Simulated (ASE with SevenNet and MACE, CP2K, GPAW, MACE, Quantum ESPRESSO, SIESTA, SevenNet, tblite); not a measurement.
**Machine-learned potentials on amorphous SnO2 (72 atoms): settings against a plane-wave reference**

How do the settings of machine-learned potentials change the result for amorphous SnO2 (72 atoms)? A plane-wave run serves as the yardstick.

Calculated with ASE with SevenNet and MACE; the method is named at each step.

**1. The structure**

The cell holds 72 atoms: 24 Sn and 48 O. Cell: a = 9.851 Å, b = 9.851 Å, c = 9.851 Å, α = 90.0°, β = 90.0°, γ = 90.0°. 72 atoms (24 Sn, 48 O) placed at random at 6.03 g/cm³, melted at 5000 K for 10 ps at fixed volume with the Morse and Coulomb pair potential with partial charges (Pedone, Malavasi, Menziani, Cormack and Segre, J. Phys. Chem. B 110, 11780 (2006)). Quenched from 5000 K to 300 K at 50 K/ps and fixed volume, held 10 ps at zero pressure, then minimised at fixed cell. Then every atom was moved at random, 0.02 Å r.m.s. a Cartesian component.

The yardstick, on the same geometry:

```
method                 : Kohn-Sham DFT, PBE, SSSP efficiency 1.3.0 pseudopotentials, plane waves (Quantum ESPRESSO 7.5); sssp-pbe-1.3.0-efficiency, cutoffs 60/480 Ry, Γ point
r.m.s. force component : 0.686 eV/Å
longest force          : 2.588 eV/Å
pressure               : 8.505 GPa
time                   : 5.6 min on 2 MPI ranks of Arm Neoverse V1, shared host
CPU time               : 11 min
```

**2. SevenNet l3i5 potential**

Method: machine-learned interatomic potential SevenNet l3i5, trained on PBE(+U) plane-wave data.

File run.py:

```python
import numpy as np
from ase.io import read
import mlip  # loads the published weights by name

atoms = read("structure.xyz")
atoms.calc = mlip.calc("7net-l3i5")
energy = atoms.get_potential_energy()
forces = atoms.get_forces()
print(f"energy {energy:.6f} eV")
print("forces (eV/A)")
for i, (a, f) in enumerate(zip(atoms, forces)):
    print(f"{i:4d} {a.symbol:2s} {f[0]:10.5f} {f[1]:10.5f} {f[2]:10.5f}")
stress = -atoms.get_stress(voigt=False) * 160.21766
print("stress (GPa, compression positive)")
for row in stress:
    print(" ".join(f"{x:10.4f}" for x in row))
```

File structure.xyz:

```xyz
72
Lattice="9.85089 0.00000 0.00000 0.00000 9.85089 0.00000 0.00000 0.00000 9.85089" Properties=species:S:1:pos:R:3 pbc="T T T"
Sn 7.21666 6.63211 3.26636
Sn 0.47905 2.16749 4.26317
Sn 5.00258 1.75247 0.97386
Sn 7.61533 4.56953 5.68840
Sn 2.18522 6.89464 3.83860
Sn 4.85895 7.11599 5.88640
Sn 9.64816 2.01933 9.30486
Sn 2.04091 4.61869 7.39299
Sn 2.04642 0.33739 1.72952
Sn 5.72573 9.80361 4.68676
Sn 8.16599 0.27720 2.34697
Sn 9.65801 7.15854 1.19767
Sn 8.21712 5.32076 9.23915
Sn 9.76420 6.84095 6.29403
Sn 2.51710 7.92642 8.79714
Sn 3.63311 2.91537 4.33016
Sn 4.91284 8.45945 1.25412
Sn 2.02731 9.68874 5.90531
Sn 4.60854 5.34559 0.58150
Sn 1.16191 4.17353 1.77681
Sn 7.76260 9.12517 8.56978
Sn 8.00868 1.37499 6.13198
Sn 5.16315 3.79190 7.64311
Sn 7.42728 3.66502 2.00495
O 8.61736 5.33101 7.28395
O 5.66840 9.51665 2.71855
O 3.75654 0.16599 0.65962
O 3.56474 3.68207 6.26950
O 6.29748 9.06577 9.82183
O 3.56681 1.91836 2.41761
O 8.42576 7.29715 9.48493
O 6.90065 1.71701 1.71849
O 3.60503 4.68065 8.64967
O 8.79803 8.25830 7.11983
O 6.22369 5.14413 9.11818
O 3.92656 9.00421 5.39405
O 5.19053 1.89393 4.65839
O 0.87151 3.21218 8.06197
O 8.30745 3.39629 9.84212
O 8.39069 8.10324 2.45425
O 5.50054 3.78934 1.41183
O 6.53676 9.82390 6.58719
O 3.88854 7.37329 7.46875
O 0.39394 0.61509 2.85282
O 1.24801 8.38577 0.54574
O 8.51038 6.26221 4.80123
O 3.77447 6.21394 4.52589
O 5.07212 2.39849 8.99958
O 1.26712 7.98346 5.22609
O 2.34028 1.47872 4.90702
O 1.31480 2.17281 0.85929
O 6.83455 3.08490 6.76323
O 8.96500 0.33493 0.47432
O 1.32760 6.60601 7.91539
O 2.76111 8.53796 2.81302
O 7.69611 0.66168 4.27036
[... 12 atom lines left out ...]
O 6.19197 7.76762 4.64578
O 8.87624 3.09732 5.29003
O 3.79772 7.21016 0.25120
O 1.81778 3.58060 3.62897
```

Launch:

```console
> OMP_NUM_THREADS=1 python run.py > output.txt
```

Output:

```text
energy -431.261841 eV
forces (eV/A)
   0 Sn   -0.93179   -0.56440    0.29750
   1 Sn   -0.25505   -0.04721   -0.41317
   2 Sn   -0.27374    1.50752    0.22965
   3 Sn   -0.38856    1.44709   -0.42304
   4 Sn    0.08978    0.76588   -0.26440
   5 Sn   -1.09277   -0.86794    0.89475
   6 Sn    1.91248    1.33203    0.95255
   7 Sn   -0.64267    0.93570   -0.14076
   8 Sn   -0.07257   -0.26501    0.67186
   9 Sn   -1.51690    0.68050    0.29314
  10 Sn    0.42261   -0.30941   -0.38190
  11 Sn    1.11486   -0.27144   -0.57276
  12 Sn    0.04528   -0.59161   -0.37942
  13 Sn    1.09859   -0.91591    0.85699
  14 Sn   -0.67944   -0.10980   -1.04394
  15 Sn   -0.35462    0.07029   -0.71719
  16 Sn    0.15264   -0.51938    1.47892
  17 Sn    0.42963   -0.28727   -0.01328
  18 Sn   -0.03938    0.13883   -0.51126
  19 Sn    0.62524    0.14936   -0.71564
  20 Sn    0.61269   -0.89934   -0.21779
  21 Sn    0.04798    0.07564    0.78268
  22 Sn    0.49609    0.87686    0.03923
  23 Sn    0.33268   -0.26727    0.06310
[...]
64 O    -0.73035   -1.27728    0.29165
  65 O    -0.39056   -0.45061   -0.19233
  66 O    -0.48023    0.24730   -0.36683
  67 O     0.44359    1.03600   -0.64623
  68 O     1.53204    0.20553   -0.72468
  69 O     0.68646   -1.06184    0.02793
  70 O    -0.03715   -0.58298    0.02709
  71 O    -0.10015    0.52510    0.48290
stress (GPa, compression positive)
    7.9202     0.3077     0.4283
    0.3077     8.4441    -0.7848
    0.4283    -0.7848     9.8287
```

Run time: 12 s. Hardware: 1 thread of Arm Neoverse V1, shared host; peak memory 1.3 GiB.

Banners, paths, timers and routine set-up lines are dropped from the logs unmarked, and long logs keep their key lines alone; longer cuts are marked.

Against the reference:

```
r.m.s. force component                  : 0.6747 eV/Å
r.m.s. difference of force components   : 70.84 meV/Å
longest difference of force vectors     : 293 meV/Å
force difference over r.m.s. force      : 10.33 %
slope of forces against the reference's : 0.9782
correlation of force components         : 0.9947
pressure                                : 8.731 GPa
pressure difference                     : 0.2257 GPa
```

Length of the force difference by element (eV/Å):

```tsv
element	atoms	mean	most
O	48	0.095	0.20
Sn	24	0.14	0.29
```

A closer look about Sn5, which has 4 bonded neighbours where the commonest count for Sn is 6: 14 atoms, nearest first, numbered in the order of the input, with positions taken from that point.

```tsv
atom	x	y	z	distance (Å)	bonds	Fx	Fy	Fz (eV/Å)
Sn5	0.00	0.00	0.00	0.00	4	0.09	0.77	-0.26
O47	1.59	-0.68	0.69	1.86	2	1.12	-1.76	-0.35
O65	-1.35	-0.65	-1.19	1.91	3	-0.73	-1.28	0.29
O49	-0.92	1.09	1.39	1.99	3	-0.95	0.33	-0.13
O55	0.58	1.64	-1.03	2.02	2	0.60	0.89	-0.68
O60	-0.90	-1.51	1.85	2.55	2	-0.65	-0.21	-0.74
O61	0.82	-1.99	-2.25	3.11	2	-0.53	-0.10	0.75
O36	1.74	2.11	1.56	3.15	3	0.50	0.52	-0.28
O72	-0.37	-3.31	-0.21	3.34	3	-0.10	0.53	0.48
Sn14	-2.27	-0.05	2.46	3.35	6	1.10	-0.92	0.86
Sn6	2.67	0.22	2.05	3.38	5	-1.09	-0.87	0.89
Sn18	-0.16	2.79	2.07	3.48	5	0.43	-0.29	-0.01
Sn12	-2.38	0.26	-2.64	3.56	6	1.11	-0.27	-0.57
Sn20	-1.02	-2.72	-2.06	3.56	6	0.63	0.15	-0.72
```

Atoms are counted from 1 here, from 0 in the log.

Forces lie 10 % from the reference's, at 0.017 times its CPU time (on 1 against 2 cores).

**3. SevenNet 0 potential**

Method: machine-learned interatomic potential SevenNet 0, trained on PBE(+U) plane-wave data.

Changes to run.py since step 2:

```diff
@@ -5,3 +5,3 @@
 atoms = read("structure.xyz")
-atoms.calc = mlip.calc("7net-l3i5")
+atoms.calc = mlip.calc("7net-0")
 energy = atoms.get_potential_energy()
```

structure.xyz is that of step 2.

Output:

```text
energy -431.464935 eV
forces (eV/A)
   0 Sn   -0.80906   -0.61519    0.19484
   1 Sn   -0.14143   -0.05188   -0.32858
   2 Sn   -0.36054    1.31694    0.37503
   3 Sn   -0.30519    1.27398   -0.41712
   4 Sn   -0.10152    0.60514   -0.26507
   5 Sn   -0.90438   -0.63890    0.85110
   6 Sn    1.82696    1.18446    0.81669
   7 Sn   -0.49613    0.96504   -0.18458
   8 Sn   -0.07230   -0.17308    0.61407
   9 Sn   -1.26815    0.57427    0.45680
  10 Sn    0.41851   -0.19515   -0.28815
  11 Sn    1.00334   -0.37157   -0.49281
  12 Sn    0.10951   -0.63703   -0.32881
  13 Sn    1.16178   -0.97663    0.78683
  14 Sn   -0.64860   -0.06287   -1.00919
  15 Sn   -0.56665    0.48308   -0.79598
  16 Sn    0.02083   -0.46590    1.31356
  17 Sn    0.26481    0.06656   -0.20488
  18 Sn   -0.04340    0.03840   -0.59834
  19 Sn    0.50710    0.02894   -0.66273
  20 Sn    0.64131   -0.80170   -0.35316
  21 Sn    0.04233   -0.03549    0.78315
  22 Sn    0.41550    1.04306   -0.15918
  23 Sn    0.49677   -0.20525    0.05005
[...]
64 O    -0.75379   -1.19768    0.28562
  65 O    -0.45370   -0.47453   -0.19387
  66 O    -0.40163    0.16472   -0.26719
  67 O     0.41778    1.03696   -0.59403
  68 O     1.41481    0.29968   -0.67602
  69 O     0.52169   -0.81372    0.07189
  70 O    -0.11532   -0.46930    0.00883
  71 O    -0.03642    0.43988    0.44250
stress (GPa, compression positive)
    8.3793     0.1552     0.2998
    0.1552     8.5868    -0.7440
    0.2998    -0.7440    10.0683
```

Run time: 8.2 s. Hardware: 1 thread; peak memory 0.87 GiB.

Numbers from this run, and their distance from the reference:

```yaml
r_m_s_force_component: 0.6496 eV/Å
r_m_s_difference_of_force_components: 101 meV/Å
longest_difference_of_force_vectors: 462.5 meV/Å
force_difference_over_r_m_s_force: 14.72 %
slope_of_forces_against_the_reference_s: 0.9375
correlation_of_force_components: 0.99
pressure: 9.011 GPa
pressure_difference: 0.5062 GPa
```

Against the first run (10 %), the force difference from the reference is 15 %, at 0.74 times the CPU time.

**4. MACE MP-0b2 small potential**

Method: machine-learned interatomic potential MACE MP-0b2 small, trained on PBE(+U) plane-wave data.

Changes to run.py since step 3:

```diff
@@ -5,3 +5,3 @@
 atoms = read("structure.xyz")
-atoms.calc = mlip.calc("7net-0")
+atoms.calc = mlip.calc("mace-mp-0b2-small")
 energy = atoms.get_potential_energy()
```

structure.xyz is that of step 3.

Output:

```text
energy -431.556728 eV
forces (eV/A)
   0 Sn   -0.83907   -0.42034    0.33140
   1 Sn   -0.10781    0.00450   -0.51299
   2 Sn   -0.31926    1.24494    0.35380
   3 Sn   -0.31225    1.31078   -0.34294
   4 Sn   -0.06374    0.48128   -0.11598
   5 Sn   -0.61593   -0.57808    0.25719
   6 Sn    1.72830    0.88879    1.02393
   7 Sn   -0.43424    0.90419   -0.12552
   8 Sn   -0.08283   -0.01158    0.43758
   9 Sn   -1.07919    0.51223    0.43927
  10 Sn    0.26181   -0.15457   -0.33613
  11 Sn    0.98893   -0.27768   -0.44817
  12 Sn    0.13862   -0.45913   -0.28646
  13 Sn    0.96438   -0.85528    0.69557
  14 Sn   -0.73380   -0.01962   -0.79080
  15 Sn   -0.36595    0.55217   -0.68875
  16 Sn    0.14714   -0.47195    1.28111
  17 Sn    0.35425   -0.19673   -0.06588
  18 Sn   -0.05610    0.20231   -0.40791
  19 Sn    0.56628    0.08706   -0.57433
  20 Sn    0.50492   -0.70586   -0.31707
  21 Sn   -0.21397    0.06509    0.71447
  22 Sn    0.35534    0.71057   -0.22276
  23 Sn    0.36185   -0.32817    0.17729
[...]
64 O    -0.74722   -1.04468    0.25916
  65 O    -0.37790   -0.32890   -0.13923
  66 O    -0.42025    0.23187   -0.28233
  67 O     0.37820    0.89789   -0.59832
  68 O     1.34821    0.16407   -0.62282
  69 O     0.69212   -0.93032    0.09956
  70 O     0.02224   -0.52676    0.08820
  71 O    -0.14856    0.37218    0.47039
stress (GPa, compression positive)
    7.2667     0.1542     0.1967
    0.1542     7.5441    -0.5548
    0.1967    -0.5548     8.9691
```

Elapsed: 7.1 s, on 1 thread; peak memory 0.66 GiB.

Against the reference:

* r.m.s. force component: 0.583 eV/Å
* r.m.s. difference of force components: 148 meV/Å
* longest difference of force vectors: 590.8 meV/Å
* force difference over r.m.s. force: 21.57 %
* slope of forces against the reference's: 0.8379
* correlation of force components: 0.9859
* pressure: 7.927 GPa
* pressure difference: -0.5787 GPa

Against the first run (10 %), the force difference from the reference is 22 %, at 0.62 times the CPU time.

**5. All runs compared**

Differences are against the plane-wave reference, forces as r.m.s. over components; share is that over the reference's r.m.s. force, slope the least-squares factor from reference forces to these. Total energies of different programs have different zeros and aren't compared.

```tsv
run	Δ force, r.m.s. (meV/Å)	share (%)	slope	Δ pressure (GPa)	cores	CPU time	memory (GiB)
reference	-	-	-	-	2	11 min	3.0
SevenNet l3i5 potential	70.8	10.3	0.978	0.226	1	11 s	1.3
SevenNet 0 potential	101	14.7	0.938	0.506	1	8.2 s	0.87
MACE MP-0b2 small potential	148	21.6	0.838	-0.579	1	7 s	0.66
```

Times of the machine-learned potentials are mostly Python's start and the loading of weights.

CPU time is summed over cores on a shared host, where runs went side by side, so it is rough. Symmetry, cutoffs, thresholds, outputs and thread counts weren't matched or tuned between programs; memory under MPI is the largest rank's times the ranks.

**6. Results**

| Quantity | Value |
| --- | --- |
| nearest in forces | SevenNet l3i5 potential, 10 % |
| its CPU time | 11 s |

**Reading.** Machine-learned potentials differ by 10 % (SevenNet l3i5 potential) to 22 % (MACE MP-0b2 small potential); they were trained on other programs' data. Among those trained on PBE data the slope goes as low as 0.84, which softening far from their training structures can give, though the reference's k-sampling is untested too. The reference's pressure holds the uncorrected Pulay stress of its 60 Ry basis, so small pressure differences, and their order, may be the reference's own error. Machine-learned potentials mimic data converged in k, so the reference's own k-point error enters their differences. The quench rate of 50 K/ps is many orders above laboratory rates, so the cell is likely richer in defects and strain than a real sample. The network of bonds at the start is that of the classical potential that made the cell, and needn't be the one that DFT or experiment would give. The electronic-structure runs sample only Γ, in a cell whose shortest periodic width is 10 Å.

[Also dropped from logs without a mark: logging warnings of Python, and SIESTA's first energy breakdown and zero terms.]

[Logs are printed without paths, hosts, clocks, repeated set-up lines and the standing remarks that a program may print on its own settings, such as how far it seeks lower states.]

[Hosts, paths, dates, database ids (printed as entryN), source tags and the programs' standing remarks are cut or masked in the printed files.]
